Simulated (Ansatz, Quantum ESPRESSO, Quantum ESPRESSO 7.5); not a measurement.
**Band edges of 1T-SiO2, 1 layer under strain**

Aim: band edges, gap and stiffness of 1T-SiO2, 1 layer under biaxial strain.

Program: Quantum ESPRESSO 7.5. Level of theory: plane-wave DFT, PBE, GBRV ultrasoft pseudopotentials (geometry by Ansatz 0.2.0 with PAW datasets; geometry under PBE). Results are calculated unless marked as measured.

Report form: the programs' logs are mostly left out.

## Step 1: Set-up

The cell holds 3 atoms: 2 O and 1 Si. Its edges and angles: a = 2.422 Å, b = 2.422 Å, c = 16.859 Å, α = 90.0°, β = 90.0°, γ = 120.0°. It derives from SiO2. Vacuum lies along c.

This sheet is a model structure: its symmetry is held, and its stability is not tested here.

## Step 2: Geometry from Ansatz

A relaxation in Ansatz fixes the structure of this slab for the runs on it.

input.yaml

```yaml
crystal:
  lattice:
    - [2.421797, 0.0, 0.0]
    - [-1.2108985, 2.0973377248, 0.0]
    - [0.0, 0.0, 16.8590399999]
  atoms:
    - { symbol: O, position: [0.6666666667, 0.3333333333, 0.4448651881] }
    - { symbol: Si, position: [0.0, 0.0, 0.5] }
    - { symbol: O, position: [0.3333333333, 0.6666666667, 0.5551348119] }
kpoints:
  mp_grid: { grid: [12, 12, 1] }
hamiltonian:
  xc: pbe
scf:
  occupations: { method: fermi_dirac, width: 0.05 }
  convergence: { dr2_threshold: 1.0e-08 }
efield:
  axis: 3
  dipole_correction: true
  ramp_position: 0.97
  ramp_width: 0.04
relax:
  f_tol: 0.01
  cell: { fix: [c, alpha, beta] }
output:
  write_potential: true
  write_density: true
  volumetric_format: npy
```

Run with:

```sh
$ ansatz run input.yaml --threads 2 --pin off --max-ram 4096MiB --backend cpu --events-out ev --progress --plain --runs-dir out
```

Wall time 16 s (2 threads of Arm Neoverse V1, shared host); peak memory 0.36 GiB.

Relaxation path:

```
step  energy less that of the first step (eV)  largest force component (eV/Å)  pressure (GPa)  volume (Å³)
   1                                   0.0000                          2.4289           23.00        85.63
   2                                  -0.9426                          1.5598           12.54        92.54
   3                                  -1.4538                          0.4412            2.43       101.55
   4                                  -1.4790                          0.1026            0.21       103.86
   5                                  -1.4793                          0.0009           -0.20       104.21
  6*                                  -1.5869                          0.0382            1.18       104.21
   7                                  -1.5948                          0.0037            0.18       105.92
   8                                  -1.5944                          0.0147            0.01       106.32
   9                                  -1.5945                          0.0006            0.00       106.28
 10*                                  -1.5976                          0.0006            0.01       106.28
```

Relaxation steps marked * repeat the geometry before them on a plane-wave basis chosen anew for their cell, so energy and pressure can jump there.

| cell as run | before | after | change |
| --- | --- | --- | --- |
| a (Å) | 2.422 | 2.698 | +11.4 % |
| b (Å) | 2.422 | 2.698 | +11.4 % |

The atoms that moved most (Å, along periodic axes as changes of fractional coordinates times the final cell, across vacuum about the mean position):

```csv
atom,dx,dy,dz,length
O1,0.000,0.000,0.014,0.014
O3,0.000,0.000,-0.014,0.014
```

The relaxed structure:

```cif
data_structure
_symmetry_space_group_name_H-M 'P 1'
_symmetry_Int_Tables_number 1
_cell_length_a 2.6980
_cell_length_b 2.6980
_cell_length_c 16.8590
_cell_angle_alpha 90.000
_cell_angle_beta 90.000
_cell_angle_gamma 120.000
_cell_volume 106.28
loop_
_atom_site_label
_atom_site_type_symbol
_atom_site_fract_x
_atom_site_fract_y
_atom_site_fract_z
_atom_site_occupancy
O1 O 0.66667 0.33333 0.44568 1
Si2 Si 0.00000 0.00000 0.50000 1
O3 O 0.33333 0.66667 0.55432 1
```

Read from the output:

| Item | Value |
| --- | --- |
| free energy | -1773.1485 eV |
| Fermi energy | -1.620 eV |
| gap by band count | 6.601 eV |
| symmetry operations | 6 |
| dipole along the normal | 4.82e-6 e·Å |
| vacuum level at the upper face over a Fermi level inside the gap | 5.591 eV |
| vacuum level at the lower face over a Fermi level inside the gap | 5.591 eV |

## Step 3: The script

Under ESM bc1 levels count from the vacuum, or from the mean of the two vacuum levels where the sheet has a dipole, so band edges at unlike strains can be compared.

Level of this step: plane-wave DFT, PBE, GBRV ultrasoft pseudopotentials (Quantum ESPRESSO 7.5).

run.py

```python
import json
import numpy as np
from ase import Atoms
from ase.calculators.espresso import Espresso, EspressoProfile

profile = EspressoProfile(command='mpirun -n 2 pw.x -nk 2', pseudo_dir='../pseudo')
pseudopotentials = {'O': 'o_pbe_v1.2.uspp.F.UPF', 'Si': 'si_pbe_v1.uspp.F.UPF'}
system = {'ecutwfc': 40, 'ecutrho': 200, 'occupations': 'smearing', 'smearing': 'fd', 'degauss': 0.002}


def calculator(name, kpts, **extra):
    data = dict(control=dict(tprnfor=True, verbosity='high', disk_io='none'),
                system=system | extra,
                electrons=dict(conv_thr=1e-09, mixing_beta=0.4, mixing_mode='plain',
                               electron_maxstep=100))
    return Espresso(profile=profile, directory=name, pseudopotentials=pseudopotentials, kpts=kpts, input_data=data)


def centre(atoms):
    z = atoms.positions[:, 2]
    atoms.positions[:, 2] -= (z.max() + z.min()) / 2  # ESM wants the slab about z = 0
    return atoms

sheet = Atoms(
    ['O', 'Si', 'O'],
    scaled_positions=[
        [0.6666666667, 0.3333333333, 0.4456777303],
        [0.0000000000, 0.0000000000, 0.4999999964],
        [0.3333333333, 0.6666666667, 0.5543222733]],
    cell=[
        [2.697985101498, 0.000000000000, 0.000000000000],
        [-1.348992550749, 2.336523636929, 0.000000000000],
        [0.000000000000, 0.000000000000, 16.859039999900]],
    pbc=True)

rows = []
for strain in [-0.03, -0.015, 0.0, 0.015, 0.03]:
    atoms = sheet.copy()
    atoms.set_cell(sheet.cell.array * [[1 + strain], [1 + strain], [1]], scale_atoms=True)
    atoms = centre(atoms)
    atoms.calc = calculator(f's{strain:+.3f}', (18, 18, 1), assume_isolated='esm', esm_bc='bc1', nbnd=12)
    energy = atoms.get_potential_energy()
    levels = np.array([atoms.calc.get_eigenvalues(kpt=i) for i in range(len(atoms.calc.get_ibz_k_points()))])
    top, bottom = levels[:, 7].max(), levels[:, 8].min()
    direct = (levels[:, 8] - levels[:, 7]).min()
    rows.append([strain, energy, top, bottom, direct])
    print(f'strain {strain:+.3f}: E = {energy:.5f} eV, valence top {top:.3f}, conduction bottom {bottom:.3f}, '
          f'gap {bottom - top:.3f}, least direct gap {direct:.3f} eV')

x, energy, top, bottom, direct = np.array(rows).T
area = np.linalg.norm(np.cross(*sheet.cell[:2]))
stiffness = np.polyfit(x, energy, 2)[0] / area * 16.0218  # C11 + C12, heights clamped
print(f'valence and conduction edges move by {np.polyfit(x, top, 1)[0]:.2f} and {np.polyfit(x, bottom, 1)[0]:.2f} eV per unit biaxial strain')
print(f'C11 + C12 with clamped heights: {stiffness:.1f} N/m')
json.dump(dict(rows=rows, stiffness=stiffness), open('result.json', 'w'))
```

Run with:

```sh
$ OMP_NUM_THREADS=1 python run.py
```

It took 3.9 min on 2 MPI ranks; peak memory 0.3 GiB; 7.8 min of CPU time.

Read from the output:

- biaxial stiffness: 312.2 N/m

The band edge from the vacuum level by biaxial strain:

```csv
biaxial strain (%),valence top (eV),conduction bottom (eV)
-3.00,-9.10,-1.48
-1.50,-9.04,-1.90
0.00,-8.97,-2.35
1.50,-8.91,-2.79
3.00,-8.85,-3.23
```

The gap by biaxial strain:

```csv
biaxial strain (%),on the mesh (eV),least direct (eV)
-3.00,7.61,8.26
-1.50,7.13,7.74
0.00,6.63,7.20
1.50,6.12,6.66
3.00,5.62,6.14
```

The energy over the lowest by biaxial strain:

```
biaxial strain (%)  energy over the lowest (meV)
             -3.00                           123
             -1.50                          30.5
              0.00                             0
              1.50                          24.6
              3.00                          98.4
```

## Step 4: Running the series: LDA, GBRV ultrasoft

Level of this step: plane-wave DFT, LDA, GBRV ultrasoft pseudopotentials (Quantum ESPRESSO 7.5).

run.py, as its differences from the input of step 3:

```diff
@@ -6,3 +6,3 @@
 profile = EspressoProfile(command='mpirun -n 2 pw.x -nk 2', pseudo_dir='../pseudo')
-pseudopotentials = {'O': 'o_pbe_v1.2.uspp.F.UPF', 'Si': 'si_pbe_v1.uspp.F.UPF'}
+pseudopotentials = {'O': 'o_lda_v1.2.uspp.F.UPF', 'Si': 'si_lda_v1.uspp.F.UPF'}
 system = {'ecutwfc': 40, 'ecutrho': 200, 'occupations': 'smearing', 'smearing': 'fd', 'degauss': 0.002}
```

Run with:

```sh
$ OMP_NUM_THREADS=1 python run.py
```

Elapsed: 3.5 min, on 2 MPI ranks; peak memory 0.3 GiB; 6.9 min of CPU time.

Read from the output:

```
biaxial stiffness : 298.9 N/m
```

Band edge from the vacuum level against biaxial strain:

```csv
biaxial strain (%),valence top (eV),conduction bottom (eV)
-3.00,-9.44,-1.79
-1.50,-9.37,-2.25
0.00,-9.31,-2.72
1.50,-9.25,-3.18
3.00,-9.18,-3.63
```

The gap by biaxial strain:

| biaxial strain (%) | on the mesh (eV) | least direct (eV) |
| --- | --- | --- |
| -3.00 | 7.64 | 8.31 |
| -1.50 | 7.12 | 7.76 |
| 0.00 | 6.59 | 7.20 |
| 1.50 | 6.07 | 6.65 |
| 3.00 | 5.56 | 6.11 |

The energy over the lowest by biaxial strain:

| biaxial strain (%) | energy over the lowest (meV) |
| --- | --- |
| -3.00 | 28.1 |
| -1.50 | 0 |
| 0.00 | 31.2 |
| 1.50 | 115 |
| 3.00 | 246 |

## Step 5: By hand

Under equal strain ε in the plane, E = A (C11 + C12) ε². From the points at ±1.5 %: d²E/dε² = (30.49 + 24.64 − 2 × 0.00) meV / 0.015² = 245 eV, and 245/(2 × 6.304 Å²) × 16.02 = 311 N/m.

## Step 6: Summary of results

| Quantity | Value |
| --- | --- |
| C11 + C12, heights clamped, PBE, GBRV ultrasoft | 312 N/m |
| gap on the mesh at zero strain, PBE, GBRV ultrasoft | 6.63 eV |
| valence top below the vacuum at zero strain, PBE, GBRV ultrasoft | 8.97 eV |
| shift of the valence top per unit biaxial strain, PBE, GBRV ultrasoft | 4.1 eV |
| shift of the conduction bottom per unit biaxial strain, PBE, GBRV ultrasoft | -29.3 eV |
| C11 + C12, heights clamped, LDA, GBRV ultrasoft | 299 N/m |
| gap on the mesh at zero strain, LDA, GBRV ultrasoft | 6.59 eV |
| valence top below the vacuum at zero strain, LDA, GBRV ultrasoft | 9.31 eV |
| shift of the valence top per unit biaxial strain, LDA, GBRV ultrasoft | 4.2 eV |
| shift of the conduction bottom per unit biaxial strain, LDA, GBRV ultrasoft | -30.6 eV |

**Reading.** The sheet's biaxial stiffness comes to 312 N/m and its gap at zero strain to 6.63 eV (PBE, GBRV ultrasoft). From −3 % to +3 % the gap on the mesh goes from 7.61 to 5.62 eV; it is indirect at every strain. Heights are clamped under strain, which makes a sheet with several atomic planes too stiff. Zero strain is the PBE cell; under LDA the energy is lowest near -1.6 %, so its stiffness is taken away from its own minimum. Semilocal gaps are too small.

[Logs are printed without paths, hosts, clocks, repeated set-up lines and the standing remarks that a program may print on its own settings, such as how far it seeks lower states.]

[Hosts, paths, dates, database ids (printed as entryN), source tags and the programs' standing remarks are cut or masked in the printed files.]

[Maps of the electrostatic potential energy from Ansatz leave out the sawtooth potential of an applied field or a dipole correction, so their vacuum need not be flat; planar profiles and work functions include it.]
